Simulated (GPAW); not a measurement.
## Optical response of TiTe2

Aim: the dielectric function of TiTe2, and the optical constants that follow from it.

Program: GPAW 26.7.0. Level of theory: DFT, PBE, plane-wave PAW (GPAW data sets), scalar-relativistic, RPA, optical limit. Results are calculated unless marked as measured.

### Step 1. Set-up

It takes space group P-3m1 (No. 164, trigonal). Conventional cell: a = 3.777 Å, b = 3.777 Å, c = 6.498 Å, α = 90.00°, β = 90.00°, γ = 120.00°. Te has 3 Ti at 2.77 Å nearest. Nearest to Ti lie 6 Te at 2.77 Å. Farther neighbours and most contacts between anions are not listed.

Coordinates:

```xyz
3
Lattice="3.7770 0.0000 0.0000 -1.8885 3.2710 0.0000 0.0000 0.0000 6.4980" Properties=species:S:1:pos:R:3 pbc="T T T"
Te    0.0000    2.1807    4.7903
Te    1.8885    1.0903    1.7077
Ti    0.0000    0.0000    0.0000
```

### Step 2. Bands for the response

The response needs many more empty bands than the density does.

This step: DFT, PBE, plane-wave PAW (GPAW data sets), scalar-relativistic, bands at fixed density (GPAW 26.7.0).

Input file nscf.py:

```python
from ase.dft.bandgap import bandgap
from gpaw import GPAW, FermiDirac

calc = GPAW('gs.gpw').fixed_density(kpts={'size': (9, 9, 5), 'gamma': True}, nbands=76, convergence={'bands': 70},
                                    occupations=FermiDirac(0.05), txt='nscf.txt')
print('gap (eV)', bandgap(calc, output=None)[0])
print('direct gap (eV)', bandgap(calc, direct=True, output=None)[0])
print('top band over the Fermi level (eV)', min(calc.get_eigenvalues(kpt=k)[69] for k in range(len(calc.get_ibz_k_points()))) - calc.get_fermi_level())
calc.write('full.gpw', mode='all')
```

On the command line:

```sh
> OMP_NUM_THREADS=1 python nscf.py
```

Numbers of over 12 decimals in the logs are rounded to 6 here.

The log of the run:

```text
Diagonalizing LCAO Hamiltonian
Converting LCAO to pw mode
convergence criteria:
- Maximum integral of absolute [eigenst]ate change: 4e-08 eV^2 / valence electron
maximum number of iterations: 150

SCF iterations
|iter     |      energy | eigst |  dens |
|iter:   1||             | +3.87 |       |
|iter:   2||             | +2.66 |       |
|iter:   3||             | +1.68 |       |
|iter:   4||             | +0.79 |       |
|iter:   5||             | +0.15 |       |
|iter:   6||             | -0.35 |       |
|iter:   7||             | -0.84 |       |
|iter:   8||             | -1.27 |       |
|iter:   9||             | -1.73 |       |
|iter:  10||             | -2.17 |       |
|iter:  11||             | -2.66 |       |
|iter:  12||             | -3.14 |       |
|iter:  13||             | -3.63 |       |
|iter:  14||             | -4.12 |       |
|iter:  15||             | -4.59 |       |
|iter:  16||             | -5.05 |       |
|iter:  17||             | -5.50 |       |
|iter:  18||             | -5.96 |       |
|iter:  19||             | -6.40 |       |
|iter:  20||             | -6.83 |       |
|iter:  21||             | -7.23 |       |
|iter:  22||             | -7.61c|       |
SCF steps: 22
  __  _  _
 | _ |_)|_||  |
 |__||  | ||/\| - 26.7.0

Versions:
  Python: 3.12.14
  ASE:    3.29.0
  Numpy:  2.5.5
  Scipy:  1.18.1
  Libxc:  7.0.0

Input parameters:
  mode=PW(ecut=500.0),
  convergence={'bands': 70},
  gpts=array([20, 20, 35]),
  kpts=MonkhorstPack(size=(9, 9, 5), gamma=True),
  maxiter=150,
  nbands=76,
  occupations=Occupations(name='fermi-dirac', width=0.05, fixmagmom=False),
  parallel={},
  xc=XC(name='PBE')

--- standard output ---
gap (eV) 0.0
direct gap (eV) 0.0
top band over the Fermi level (eV) 36.387351
```

It took 4.3 min on 1 thread of Arm Neoverse V1, shared host; peak memory 0.31 GiB.

### Step 3. Dielectric function, RPA

Local fields let the induced charge screen the field inside the cell, which as a rule lowers ε, most along directions where the density is uneven.

This step: DFT, PBE, plane-wave PAW (GPAW data sets), scalar-relativistic, RPA, optical limit (GPAW 26.7.0).

Input file df.py:

```python
from gpaw.response.df import DielectricFunction

df = DielectricFunction('full.gpw', frequencies={'type': 'nonlinear', 'domega0': 0.03, 'omega2': 8},
                        ecut=50,
                        eta=0.15,
                        nbands=70,
                        rate=0.05,
                        txt='df.txt')
for direction in ['x', 'z']:
    df.get_dielectric_function(xc='RPA', direction=direction, filename=f'df_{direction}.csv')
```

On the command line:

```sh
> OMP_NUM_THREADS=1 python df.py
```

The log of the run:

```text
Using integrator: PointIntegrator
NonLinearFrequencyDescriptor(from 0.000 to 97.120 eV, 538 points)
Nonperiodic BCs:  [False False False]
Using integrator: PointIntegrator
NonLinearFrequencyDescriptor(from 0.000 to 97.120 eV, 538 points)
Nonperiodic BCs:  [False False False]
Using integrator: PointIntegrator

Calculating chi0 body with:
    Ground state adapter containing:
    Number of spins: 1
    Number of kpoints: 405
    Number of irreducible kpoints: 50
    Number of completely occupied states: 9
    Number of partially occupied states: 13

    Linear response parametrization:
    q_c: [0.0, 0.0, 0.0]
    Number of frequency points: 538
    Planewave cutoff: 50.0
    Number of bands: 70
    Number of planewaves: 67
    Broadening (eta): 0.15

Integrating chi0 body.

Symmetries of q_c:
    Direct symmetries (Uq -> q): 12
    Indirect symmetries (TUq -> q): 0
In total 12 allowed symmetries.

50 groups of equivalent kpoints. 87.654321% reduction.

Integral kind: spectral function

Calculating chi0 optical extensions with:
    Ground state adapter containing:
    Number of spins: 1
    Number of kpoints: 405
    Number of irreducible kpoints: 50
    Number of completely occupied states: 9
    Number of partially occupied states: 13

    Linear response parametrization:
    Number of frequency points: 538
    Planewave cutoff: 50.0
    Number of bands: 70
    Number of planewaves: 67
    Broadening (eta): 0.15
Integrating chi0 head and wings.

Symmetries of q_c:
    Direct symmetries (Uq -> q): 12
    Indirect symmetries (TUq -> q): 0
In total 12 allowed symmetries.

50 groups of equivalent kpoints. 87.654321% reduction.

Integral kind: spectral function wings

Calculating drude chi0 with:
    Number of frequency points:538
    Plasma frequency decay rate: 0.05 eV

    Ground state adapter containing:
    Number of spins: 1
    Number of kpoints: 405
    Number of irreducible kpoints: 50
    Number of completely occupied states: 9
    Number of partially occupied states: 13

Symmetries of q_c:
    Direct symmetries (Uq -> q): 12
    Indirect symmetries (TUq -> q): 0
In total 12 allowed symmetries.

50 groups of equivalent kpoints. 87.654321% reduction.

Integral kind: intraband
Plasma frequency:
[[2.44+0.j 0.  -0.j 0.  +0.j]
 [0.  -0.j 2.44+0.j 0.  +0.j]
 [0.  +0.j 0.  +0.j 1.02+0.j]]
```

Run time: 27 s. Hardware: 1 thread; peak memory 0.35 GiB.

Some rows of df_x.csv (energy; Re and Im without local fields; Re and Im with them):

```text
0.000000, 2442.592463, 0.000000, 2441.522601, 0.000000
0.429336, 20.719584, 34.103580, 19.710295, 33.410933
0.878195, 4.404921, 39.281704, 4.589621, 39.029118
1.347938, -6.594638, 15.988292, -7.351554, 16.104258
1.840057, 3.408264, 11.315282, 2.767522, 11.136150
2.356191, 3.305992, 9.975608, 2.634267, 9.663973
2.898142, 2.804981, 9.461461, 2.243590, 8.960384
3.467895, 1.287678, 9.180713, 1.082955, 8.496262
4.067647, 0.295027, 9.113806, 0.431431, 8.854879
4.699832, -1.288427, 6.162028, -1.416371, 6.119998
5.367152, -0.592377, 4.946140, -0.840232, 4.839167
6.072622, 0.951779, 3.489554, 0.343223, 3.305611
6.819608, 1.589291, 6.225795, 1.180356, 5.486220
7.611886, 0.253021, 5.790546, 0.042640, 4.932720
8.453705, -2.700385, 5.715392, -1.991391, 5.149745
9.349861, -2.024613, 3.350987, -1.625317, 2.817833
10.305790, -1.538922, 2.125637, -1.185315, 1.865125
11.327680, -1.154768, 1.734225, -0.787947, 1.516881
12.422601, -1.135778, 1.270849, -0.783921, 1.228904
13.598673, -0.978858, 0.836355, -0.557512, 0.990916
```

The Im ε has structure finer than the step of the table below, so its rows give means over 0.5 eV, whole bins alone (the curve runs from 0.305 to 14.0 eV). Peaks (eV: height): E ∥ x 0.62: 47.5; E ∥ z 1.49: 9.55, 2.13: 8.35, 3.85: 9.06, 7.21: 7.05.

Sum at mesh points, not converged in k. The Im ε by photon energy; means over each step:

| photon energy (eV) | E ∥ x | E ∥ z |
| --- | --- | --- |
| 1.0 | 35.2 | 6.08 |
| 1.5 | 13.1 | 8.28 |
| 2.0 | 11.1 | 7.48 |
| 2.5 | 9.89 | 7.68 |
| 3.0 | 9.57 | 8.06 |
| 3.5 | 8.89 | 7.84 |
| 4.0 | 8.61 | 8.44 |
| 4.5 | 7.39 | 7.73 |
| 5.0 | 5.58 | 6.41 |
| 5.5 | 4.43 | 6.00 |
| 6.0 | 3.45 | 5.34 |
| 6.5 | 4.18 | 5.30 |
| 7.0 | 5.46 | 6.43 |
| 7.5 | 4.84 | 6.19 |
| 8.0 | 4.92 | 4.83 |
| 8.5 | 4.74 | 4.03 |
| 9.0 | 3.11 | 3.16 |
| 9.5 | 2.66 | 2.84 |
| 10.0 | 2.05 | 2.63 |
| 10.5 | 1.82 | 2.14 |
| 11.0 | 1.60 | 2.04 |
| 11.5 | 1.54 | 1.87 |
| 12.0 | 1.57 | 1.76 |
| 12.5 | 1.24 | 1.41 |
| 13.0 | 1.10 | 1.14 |
| 13.5 | 1.01 | 1.01 |

Values under 1 per cm are given as 1; sum at mesh points, not converged in k. Table of absorption coefficient by photon energy:

| photon energy (eV) | E ∥ x (1/cm) | E ∥ z (1/cm) |
| --- | --- | --- |
| 0.492 | 1.6e5 | 50837 |
| 1.010 | 4.5e5 | 92738 |
| 1.486 | 4.3e5 | 2.1e5 |
| 1.985 | 4.5e5 | 2.4e5 |
| 2.508 | 5.1e5 | 3.2e5 |
| 3.018 | 5.6e5 | 4.2e5 |
| 3.510 | 6.8e5 | 5.0e5 |
| 3.980 | 8.0e5 | 6.8e5 |
| 4.516 | 9.9e5 | 8.2e5 |
| 4.981 | 9.2e5 | 7.5e5 |
| 5.515 | 9.1e5 | 8.7e5 |
| 6.021 | 7.7e5 | 8.3e5 |
| 6.494 | 7.7e5 | 9.4e5 |
| 6.985 | 1.1e6 | 1.1e6 |
| 7.496 | 1.2e6 | 1.4e6 |
| 8.026 | 1.3e6 | 1.5e6 |
| 8.516 | 1.7e6 | 1.5e6 |
| 9.023 | 1.5e6 | 1.4e6 |
| 9.483 | 1.5e6 | 1.4e6 |
| 10.026 | 1.4e6 | 1.5e6 |
| 10.519 | 1.4e6 | 1.4e6 |
| 11.029 | 1.3e6 | 1.3e6 |
| 11.479 | 1.3e6 | 1.4e6 |
| 12.023 | 1.4e6 | 1.4e6 |
| 12.504 | 1.3e6 | 1.5e6 |
| 13.000 | 1.3e6 | 1.3e6 |
| 13.512 | 1.3e6 | 1.3e6 |

The reflectivity at normal incidence has structure finer than the step of the table below, so its rows give means over 0.5 eV, whole bins alone (the curve runs from 0.305 to 14.0 eV). Peaks (eV: height): E ∥ x 1.18: 65.6, 4.52: 42.7, 8.70: 46.0, 12.26: 37.1; E ∥ z 1.38: 36.6, 3.85: 34.7, 8.03: 39.1, 8.77: 39.4, 10.03: 36.9, 11.63: 34.8, 12.42: 39.3.

Sum at mesh points, not converged in k. Reflectivity at normal incidence against photon energy; means over each step:

| photon energy (eV) | E ∥ x (%) | E ∥ z (%) |
| --- | --- | --- |
| 1.0 | 63.8 | 34.2 |
| 1.5 | 51.8 | 34.4 |
| 2.0 | 40.9 | 32.4 |
| 2.5 | 38.0 | 32.0 |
| 3.0 | 37.5 | 32.2 |
| 3.5 | 37.9 | 31.6 |
| 4.0 | 38.5 | 33.6 |
| 4.5 | 41.0 | 33.9 |
| 5.0 | 37.0 | 30.0 |
| 5.5 | 33.6 | 30.4 |
| 6.0 | 24.7 | 27.7 |
| 6.5 | 22.0 | 27.1 |
| 7.0 | 30.4 | 31.2 |
| 7.5 | 31.1 | 37.6 |
| 8.0 | 32.4 | 38.5 |
| 8.5 | 42.4 | 38.4 |
| 9.0 | 42.0 | 37.7 |
| 9.5 | 42.1 | 34.0 |
| 10.0 | 40.9 | 36.1 |
| 10.5 | 38.1 | 35.3 |
| 11.0 | 35.1 | 31.3 |
| 11.5 | 31.5 | 33.6 |
| 12.0 | 33.3 | 32.9 |
| 12.5 | 35.5 | 38.6 |
| 13.0 | 33.3 | 36.0 |
| 13.5 | 32.7 | 34.6 |

The Im ε, E ∥ x has structure finer than the step of the table below, so its rows give means over 0.5 eV, whole bins alone (the curve runs from 0.305 to 14.0 eV). Peaks (eV: height): without local fields 0.62: 48.5; with local fields 0.62: 47.5.

Sum at mesh points, not converged in k. Im ε, E ∥ x against photon energy; means over each step:

| photon energy (eV) | without local fields | with local fields |
| --- | --- | --- |
| 1.0 | 35.1 | 35.2 |
| 1.5 | 13.1 | 13.1 |
| 2.0 | 11.3 | 11.1 |
| 2.5 | 10.3 | 9.89 |
| 3.0 | 10.2 | 9.57 |
| 3.5 | 9.55 | 8.89 |
| 4.0 | 8.94 | 8.61 |
| 4.5 | 7.50 | 7.39 |
| 5.0 | 5.65 | 5.58 |
| 5.5 | 4.51 | 4.43 |
| 6.0 | 3.61 | 3.45 |
| 6.5 | 4.74 | 4.18 |
| 7.0 | 6.23 | 5.46 |
| 7.5 | 5.63 | 4.84 |
| 8.0 | 6.00 | 4.92 |
| 8.5 | 5.32 | 4.74 |
| 9.0 | 3.62 | 3.11 |
| 9.5 | 3.09 | 2.66 |
| 10.0 | 2.36 | 2.05 |
| 10.5 | 2.07 | 1.82 |
| 11.0 | 1.86 | 1.60 |
| 11.5 | 1.78 | 1.54 |
| 12.0 | 1.65 | 1.57 |
| 12.5 | 1.27 | 1.24 |
| 13.0 | 1.15 | 1.10 |
| 13.5 | 0.911 | 1.01 |

Sum at mesh points, not converged in k. Loss function −Im 1/ε at q → 0 against energy loss; read off at these points:

| energy loss (eV) | E ∥ x | E ∥ z |
| --- | --- | --- |
| 0.50 | 0.0182 | 0.0550 |
| 1.00 | 0.0265 | 0.0355 |
| 1.50 | 0.0775 | 0.0544 |
| 2.00 | 0.0818 | 0.0550 |
| 2.50 | 0.0927 | 0.0655 |
| 3.00 | 0.0997 | 0.0804 |
| 3.50 | 0.116 | 0.0924 |
| 4.00 | 0.114 | 0.106 |
| 4.50 | 0.126 | 0.120 |
| 5.00 | 0.169 | 0.144 |
| 5.50 | 0.216 | 0.172 |
| 6.00 | 0.296 | 0.185 |
| 6.12 | 0.300 | 0.170 |
| 6.50 | 0.204 | 0.183 |
| 7.00 | 0.179 | 0.145 |
| 7.50 | 0.214 | 0.161 |
| 8.00 | 0.215 | 0.188 |
| 8.50 | 0.170 | 0.212 |
| 9.00 | 0.253 | 0.268 |
| 9.50 | 0.261 | 0.316 |
| 10.00 | 0.328 | 0.308 |
| 10.50 | 0.388 | 0.369 |
| 11.00 | 0.477 | 0.438 |
| 11.50 | 0.548 | 0.429 |
| 12.00 | 0.493 | 0.466 |
| 12.50 | 0.599 | 0.474 |
| 13.00 | 0.709 | 0.638 |
| 13.50 | 0.756 | 0.716 |

Optical constants at common wavelengths, from n + ik = √ε:

| wavelength (nm) | n x | k x | R (%) x | 1/α x | n z | k z | R (%) z | 1/α z |
| --- | --- | --- | --- | --- | --- | --- | --- | --- |
| 1550 | 4.94 | 4.195 | 62.6 | 29 nm | 3.61 | 0.646 | 33.4 | 191 nm |
| 1064 | 3.17 | 4.409 | 65.6 | 19 nm | 3.59 | 0.915 | 34.4 | 93 nm |
| 532 | 2.49 | 1.933 | 37.4 | 22 nm | 2.96 | 1.206 | 30.9 | 35 nm |
| 365 | 2.21 | 2.013 | 38.4 | 14 nm | 2.62 | 1.461 | 31.3 | 20 nm |
| 308 | 2.18 | 2.017 | 38.5 | 12 nm | 2.44 | 1.636 | 32.7 | 15 nm |
| 248 | 1.58 | 1.830 | 36.8 | 11 nm | 2.09 | 1.493 | 29.0 | 13 nm |
| 193 | 1.71 | 1.124 | 20.5 | 14 nm | 1.82 | 1.457 | 27.7 | 11 nm |

In reflection the computed colour is grey: x = 0.319, y = 0.329, luminous reflectivity 36 %.

### Step 4. Results

**Reading.** At this level (PBE, RPA) TiTe2 is a metal. The mesh is too coarse to trust the carriers' weight, the reflectivity or the colour to better than tens of per cent. In reflection the computed colour is grey: x = 0.319, y = 0.329, luminous reflectivity 36 %. The carriers' damping of 0.05 eV is typed, not computed; it shapes the response at the lowest energies. Spin-orbit coupling is left out although heavy atoms are present. In this version of GPAW the matrix elements of the optical limit are incomplete, which can lower ε − 1 by up to a tenth where first-row anions or d states rule, and shift it by more in d metals. GPAW's carrier term has the form −ωp²/(ω + i·rate)², which damps like twice the rate and fails at low energy, so the curves leave the lowest energies out. The sum runs over mesh points 0.21 Å⁻¹ apart with no interpolation, so peaks are partly noise of the mesh, and the Drude plasma energy, a sum over the Fermi surface, isn't converged.

[Machine, clock and banner lines and Python warnings are left out of the logs.]

[Logs are printed without paths, hosts, clocks, repeated set-up lines and the standing remarks that a program may print on its own settings, such as how far it seeks lower states.]

[Hosts, paths, dates, database ids (printed as entryN), source tags and the programs' standing remarks are cut or masked in the printed files.]
